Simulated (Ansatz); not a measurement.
# Resistivity from frozen vibrations: W(100) with 4 thermally displaced layers, 2x2

How much do lattice vibrations at 300 K scatter the electrons of W? Layers with random displacements are laid between perfect leads, and the resistance is followed against their length. The measured value for the pure metal at this temperature is 5.44 µΩ cm (CRC Handbook of Chemistry and Physics, 84th ed., 2003, Electrical Resistivity of Pure Metals).

Method: Ansatz plane-wave DFT, PBE, PAW files; ballistic transport by layer matching (Landauer), zero bias; PAW set soft_1, in Ansatz 0.2.0.

Report form: the programs' logs are mostly left out.

## Step 1: Starting point

The cell holds 56 atoms: 56 W. Cell: a = 6.330 Å, b = 6.330 Å, c = 22.154 Å, α = 90.0°, β = 90.0°, γ = 90.0°. It derives from W. Regions: lead, 40 atoms (40 W); scattering region, 16 atoms (16 W). The structure is stacked along c, and the current runs across the ab planes.

## Step 2: With 4 displaced layers

Each atom of 4 layers is moved at random, by amounts drawn from a normal law 0.0394 Å wide in each direction from the Debye model (400 K) at 300 K. The layers about the cell's end stay perfect and serve as the lead. Disorder leaves little or no symmetry, which makes such runs dear. Energies from -0.05 to 0.05 eV in steps of 0.05 eV are too few for the program's thermal sum, so it prints no conductance; for a metal the transmission near the Fermi level serves, at a fraction of the cost.

The input, input.yaml:

```yaml
crystal:
  lattice:
    - [6.3296, 0.0, 0.0]
    - [0.0, 6.3296, 0.0]
    - [0.0, 0.0, 22.1536]
  atoms:
    - { symbol: W, position: [0.0, 0.0, 0.0357142857] }
    - { symbol: W, position: [0.0, 0.5, 0.0357142857] }
    - { symbol: W, position: [0.5, 0.0, 0.0357142857] }
    - { symbol: W, position: [0.5, 0.5, 0.0357142857] }
    - { symbol: W, position: [0.25, 0.25, 0.1071428571] }
    - { symbol: W, position: [0.25, 0.75, 0.1071428571] }
    - { symbol: W, position: [0.75, 0.25, 0.1071428571] }
    - { symbol: W, position: [0.75, 0.75, 0.1071428571] }
[... 44 atom lines left out ...]
    - { symbol: W, position: [0.25, 0.25, 0.9642857143] }
    - { symbol: W, position: [0.25, 0.75, 0.9642857143] }
    - { symbol: W, position: [0.75, 0.25, 0.9642857143] }
    - { symbol: W, position: [0.75, 0.75, 0.9642857143] }
kpoints:
  mp_grid: { grid: [4, 4, 1] }
hamiltonian:
  xc: pbe
  pseudopotentials: { kind: paw, azcp: { folder: soft_1 } }
scf:
  occupations: { method: fermi_dirac, width: 0.1 }
output:
  transmission: { leads: [[0, 4]], kmesh: [8, 8], e_range: [-0.05, 0.05], de: 0.05 }
  write_potential: true
  write_density: true
  volumetric_format: npy
```

The run is started by

```sh
$ ansatz run input.yaml --threads 4 --pin off --max-ram 15360MiB --backend cpu --events-out ev --progress --plain --runs-dir out
```

Run time: 6.8 min. Hardware: 4 threads of Intel Xeon Platinum 8559C (Emerald Rapids), shared host; peak memory 7.9 GiB; 22 min of CPU time.

Numbers from this step:

```
free energy                                    : -581611.1423 eV
energy at zero smearing                        : -581610.6519 eV
Fermi energy                                   : 22.48 eV
cell area                                      : 40.06 Å²
transmission per spin nearest the Fermi level  : 5.320
open channels per spin nearest the Fermi level : 5.656
step of the lead's potential                   : 1.4 meV
```

Per spin. The transmission, zone mean by energy, zero at the Fermi level:

```csv
energy (eV),"transmission, zone mean"
-0.0500,4.95
0.0000,5.32
0.0500,5.27
```

Per spin. The open channels, zone mean, lead by energy, zero at the Fermi level:

```csv
energy (eV),"open channels, zone mean, lead"
-0.0500,5.28
0.0000,5.66
0.0500,5.53
```

Transmission over k1 and k2. At 0.0000 eV from the Fermi level.

Ten even steps from '0' (0.0) to '9' (13.7):
```
10224220
12146412
22489842
54699964
22489842
12146412
10224220
01125211
```
Columns: k1 (b1) from -0.5 to 0.375; rows upwards: k2 (b2) from -0.5 to 0.375.

Open channels over k1 and k2. At 0.0000 eV from the Fermi level.

Values, 8 rows by 8 columns:
```
 2.0  1.0  3.0  4.0  7.0  4.0  3.0  1.0
 2.0  3.0  2.0  7.0 10.0  7.0  2.0  3.0
 4.0  4.0  7.0 13.0 14.0 13.0  7.0  4.0
 8.0  7.0 10.0 14.0 14.0 14.0 10.0  7.0
 4.0  4.0  7.0 13.0 14.0 13.0  7.0  4.0
 2.0  3.0  2.0  7.0 10.0  7.0  2.0  3.0
 2.0  1.0  3.0  4.0  7.0  4.0  3.0  1.0
 0.0  2.0  2.0  4.0  8.0  4.0  2.0  2.0
```
Columns: k1 (b1) from -0.5 to 0.375; rows upwards: k2 (b2) from -0.5 to 0.375.

Over the solved energies the transmission per spin lies between 4.95 and 5.32, out of 5.49 channels of the lead on average (up to 5.66).

## Step 3: With 8 displaced layers

Each atom of 8 layers is moved at random, by amounts drawn from a normal law 0.0394 Å wide in each direction from the Debye model (400 K) at 300 K. A fresh draw is used; the growth of the resistance with length is what counts.

System of this step: W(100) with 8 thermally displaced layers, 2x2. The cell holds 72 atoms: 72 W. Its edges and angles: a = 6.330 Å, b = 6.330 Å, c = 28.483 Å, α = 90.0°, β = 90.0°, γ = 90.0°. It derives from W. Regions: lead, 40 atoms (40 W); scattering region, 32 atoms (32 W). The structure is stacked along c, and the current runs across the ab planes.

The input, input.yaml:

```yaml
crystal:
  lattice:
    - [6.3296, 0.0, 0.0]
    - [0.0, 6.3296, 0.0]
    - [0.0, 0.0, 28.4832]
  atoms:
    - { symbol: W, position: [0.0, 0.0, 0.0277777778] }
    - { symbol: W, position: [0.0, 0.5, 0.0277777778] }
    - { symbol: W, position: [0.5, 0.0, 0.0277777778] }
    - { symbol: W, position: [0.5, 0.5, 0.0277777778] }
    - { symbol: W, position: [0.25, 0.25, 0.0833333333] }
    - { symbol: W, position: [0.25, 0.75, 0.0833333333] }
    - { symbol: W, position: [0.75, 0.25, 0.0833333333] }
    - { symbol: W, position: [0.75, 0.75, 0.0833333333] }
[... 60 atom lines left out ...]
    - { symbol: W, position: [0.25, 0.25, 0.9722222222] }
    - { symbol: W, position: [0.25, 0.75, 0.9722222222] }
    - { symbol: W, position: [0.75, 0.25, 0.9722222222] }
    - { symbol: W, position: [0.75, 0.75, 0.9722222222] }
kpoints:
  mp_grid: { grid: [4, 4, 1] }
hamiltonian:
  xc: pbe
  pseudopotentials: { kind: paw, azcp: { folder: soft_1 } }
scf:
  occupations: { method: fermi_dirac, width: 0.1 }
output:
  transmission: { leads: [[0, 4]], kmesh: [8, 8], e_range: [-0.05, 0.05], de: 0.05 }
  write_potential: true
  write_density: true
  volumetric_format: npy
```

The job ended after 9.7 min (4 threads; peak memory 8.1 GiB; 32 min of CPU time).

This step gave:

```
free energy                                    : -747785.1473 eV
energy at zero smearing                        : -747784.5268 eV
Fermi energy                                   : 22.42 eV
transmission per spin nearest the Fermi level  : 4.437
open channels per spin nearest the Fermi level : 5.281
step of the lead's potential                   : 3 meV
```

Per spin. Table of transmission, zone mean by energy, zero at the Fermi level:

```csv
energy (eV),"transmission, zone mean"
-0.0500,4.22
0.0000,4.44
0.0500,4.75
```

Over the solved energies the transmission per spin lies between 4.22 and 4.75, out of 5.20 channels of the lead on average (up to 5.66).

## Step 4: With 12 displaced layers

Each atom of 12 layers is moved at random, by amounts drawn from a normal law 0.0394 Å wide in each direction from the Debye model (400 K) at 300 K. A fresh draw is used; the growth of the resistance with length is what counts.

System of this step: W(100) with 12 thermally displaced layers, 2x2. The cell holds 88 atoms: 88 W. Cell: a = 6.330 Å, b = 6.330 Å, c = 34.813 Å, α = 90.0°, β = 90.0°, γ = 90.0°. It derives from W. Regions: lead, 40 atoms (40 W); scattering region, 48 atoms (48 W). The structure is stacked along c, and the current runs across the ab planes.

The input, input.yaml:

```yaml
crystal:
  lattice:
    - [6.3296, 0.0, 0.0]
    - [0.0, 6.3296, 0.0]
    - [0.0, 0.0, 34.8128]
  atoms:
    - { symbol: W, position: [0.0, 0.0, 0.0227272727] }
    - { symbol: W, position: [0.0, 0.5, 0.0227272727] }
    - { symbol: W, position: [0.5, 0.0, 0.0227272727] }
    - { symbol: W, position: [0.5, 0.5, 0.0227272727] }
    - { symbol: W, position: [0.25, 0.25, 0.0681818182] }
    - { symbol: W, position: [0.25, 0.75, 0.0681818182] }
    - { symbol: W, position: [0.75, 0.25, 0.0681818182] }
    - { symbol: W, position: [0.75, 0.75, 0.0681818182] }
[... 76 atom lines left out ...]
    - { symbol: W, position: [0.25, 0.25, 0.9772727273] }
    - { symbol: W, position: [0.25, 0.75, 0.9772727273] }
    - { symbol: W, position: [0.75, 0.25, 0.9772727273] }
    - { symbol: W, position: [0.75, 0.75, 0.9772727273] }
kpoints:
  mp_grid: { grid: [4, 4, 1] }
hamiltonian:
  xc: pbe
  pseudopotentials: { kind: paw, azcp: { folder: soft_1 } }
scf:
  occupations: { method: fermi_dirac, width: 0.1 }
output:
  transmission: { leads: [[0, 4]], kmesh: [8, 8], e_range: [-0.05, 0.05], de: 0.05 }
  write_potential: true
  write_density: true
  volumetric_format: npy
```

The job ended after 12 min (4 threads; peak memory 8.3 GiB; 45 min of CPU time).

Numbers from this step:

| Quantity | Value |
| --- | --- |
| free energy | -913959.5705 eV |
| energy at zero smearing | -913958.8286 eV |
| transmission per spin nearest the Fermi level | 4.274 |
| step of the lead's potential | 4.5 meV |

Per spin. Table of transmission, zone mean by energy, zero at the Fermi level:

```csv
energy (eV),"transmission, zone mean"
-0.0500,4.08
0.0000,4.27
0.0500,4.57
```

Over the solved energies the transmission per spin lies between 4.08 and 4.57, out of 5.20 channels of the lead on average (up to 5.66).

## Step 5: Resistance against length

This step: Ansatz plane-wave DFT, PBE, PAW files; ballistic transport by layer matching (Landauer), zero bias; resistivity from the slope of the area resistance; PAW set soft_1 (Ansatz 0.2.0).

This step gave:

```yaml
resistivity: 11.78 µΩ cm
intercept: -0.007699 fΩ m²
scatter_about_the_fit: 0.01474 fΩ m²
```

Resistance, by row:

```csv
run,length (Å),T,channels N,RA (fΩ m²)
n4,6.33,5.179,5.49,0.05645
n8,12.66,4.469,5.198,0.1623
n12,18.99,4.308,5.198,0.2056
```

Area resistance against length of the displaced region:

```csv
length of the displaced region (Å),area resistance (fΩ m²)
6.33,0.0565
12.66,0.162
18.99,0.206
```

The area resistance goes from 0.056 to 0.21 fΩ m² between 6.3 and 19.0 Å, a slope of 12 µΩ cm.

By hand from the end points: (0.2056 − 0.05645) fΩ m² / (18.99 − 6.33) Å = 12 µΩ cm, since 1 fΩ m² per Å is 1000 µΩ cm.

## Step 6: Outcome

* resistivity from the slope: 11.8 µΩ cm
* area resistance over 6.33 Å: 0.0565 fΩ m²
* area resistance over 12.7 Å: 0.162 fΩ m²
* area resistance over 19.0 Å: 0.206 fΩ m²

What this shows: The slope gives 12 µΩ cm. The points scatter by 0.015 fΩ m² about the line, with one random draw a length in a 2x2 cell, so the slope is a rough value. The mean square of the displacements drawn is 0.75, 0.94 and 0.81 of the nominal one at the three lengths; with each resistance scaled back by that, the slope is 14 µΩ cm, the value used below. The lead's own channel count moves between the runs (5.49, 5.20 and 5.20), which shifts RA and the slope too. Read with a model of isotropic scattering on a spherical Fermi surface and the lead's 1.1×10¹⁵ S/m², this slope means a mean free path near 56 Å; over these lengths the model's slope is 1.11 times its bulk resistivity, which would be 13 µΩ cm. Uncorrelated displacements put too much weight on short waves, which scatter strongly; with the sideways repeat of a small cell, one draw and three short lengths, the method is good to a factor of two or three. The measured value is 5.44 µΩ cm (CRC Handbook of Chemistry and Physics, 84th ed., 2003, Electrical Resistivity of Pure Metals); the scaled slope is 2.6 times that and the corrected value 2.3: clearly high. Spin-orbit coupling is left out, which matters for W.

[Logs are printed without paths, hosts, clocks, repeated set-up lines and the standing remarks that a program may print on its own settings, such as how far it seeks lower states.]

[Hosts, paths, dates, database ids (printed as entryN), source tags and the programs' standing remarks are cut or masked in the printed files.]
